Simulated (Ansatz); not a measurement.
An input for Ansatz 0.2.0 (Sr2H3I (P-3m1)):

```yaml
crystal:
  lattice:
    - [4.2427287671, 0.0, 0.0]
    - [-4.242728767, 7.3486217874, 0.0]
    - [0.0, 0.0, 7.68274743]
  atoms:
    - { symbol: Sr, position: [0.66666667, 0.166666665, 0.67865529] }
    - { symbol: Sr, position: [0.33333333, 0.333333335, 0.32134471] }
    - { symbol: H, position: [0.0, 0.0, 0.5] }
    - { symbol: H, position: [0.66666667, 0.166666665, 0.3572515] }
    - { symbol: H, position: [0.33333333, 0.333333335, 0.6427485] }
    - { symbol: I, position: [0.0, 0.0, 0.0] }
    - { symbol: Sr, position: [0.66666667, 0.666666665, 0.67865529] }
    - { symbol: Sr, position: [0.33333333, 0.833333335, 0.32134471] }
    - { symbol: H, position: [0.0, 0.5, 0.5] }
    - { symbol: H, position: [0.66666667, 0.666666665, 0.3572515] }
    - { symbol: H, position: [0.33333333, 0.833333335, 0.6427485] }
    - { symbol: I, position: [0.0, 0.5, 0.0] }
kpoints:
  mp_grid: { grid: [6, 3, 2] }
hamiltonian:
  xc: lda
scf:
  occupations: { method: fixed }
gw:
  n_empty_bands: 252
  ecut_chi: 60.0
  qp_bands: [v1, c1]
  qp_kpoints: band_edges
  screening: { model: contour_deformation }
```

```sh
ansatz run input.yaml --threads 16 --pin off --max-ram 36864MiB --backend cpu --events-out ev --progress --plain --runs-dir out
```

Q: Estimate wall time and host memory on 16 threads of Arm Neoverse V2, shared host.

It took 49 s; on shared hardware allow 24 s to 98 s. Peak host memory was 4.0 GiB. The sizes that set the cost: 4687 plane waves a state, 16 irreducible k points, 292 bands summed, 257 plane waves in the screening and 6 SCF cycles.

The screening grows as filled bands × empty bands × pairs of k points, times the square of the screening basis for the matrix.

[Paths, hosts, dates, memory and timing lines, banners, echoed tables and standing remarks are left out of the program output.]

[Logs are printed without paths, hosts, clocks, repeated set-up lines and the standing remarks that a program may print on its own settings, such as how far it seeks lower states.]

[Runs of the session that timed out or met a known fault of the program may be left out.]

[Cells called generated may have been cut or substituted from an entry of the Crystallography Open Database or the Materials Project.]

[Hosts, paths, dates, database ids (printed as entryN), source tags and the programs' standing remarks are cut or masked in the printed files.]
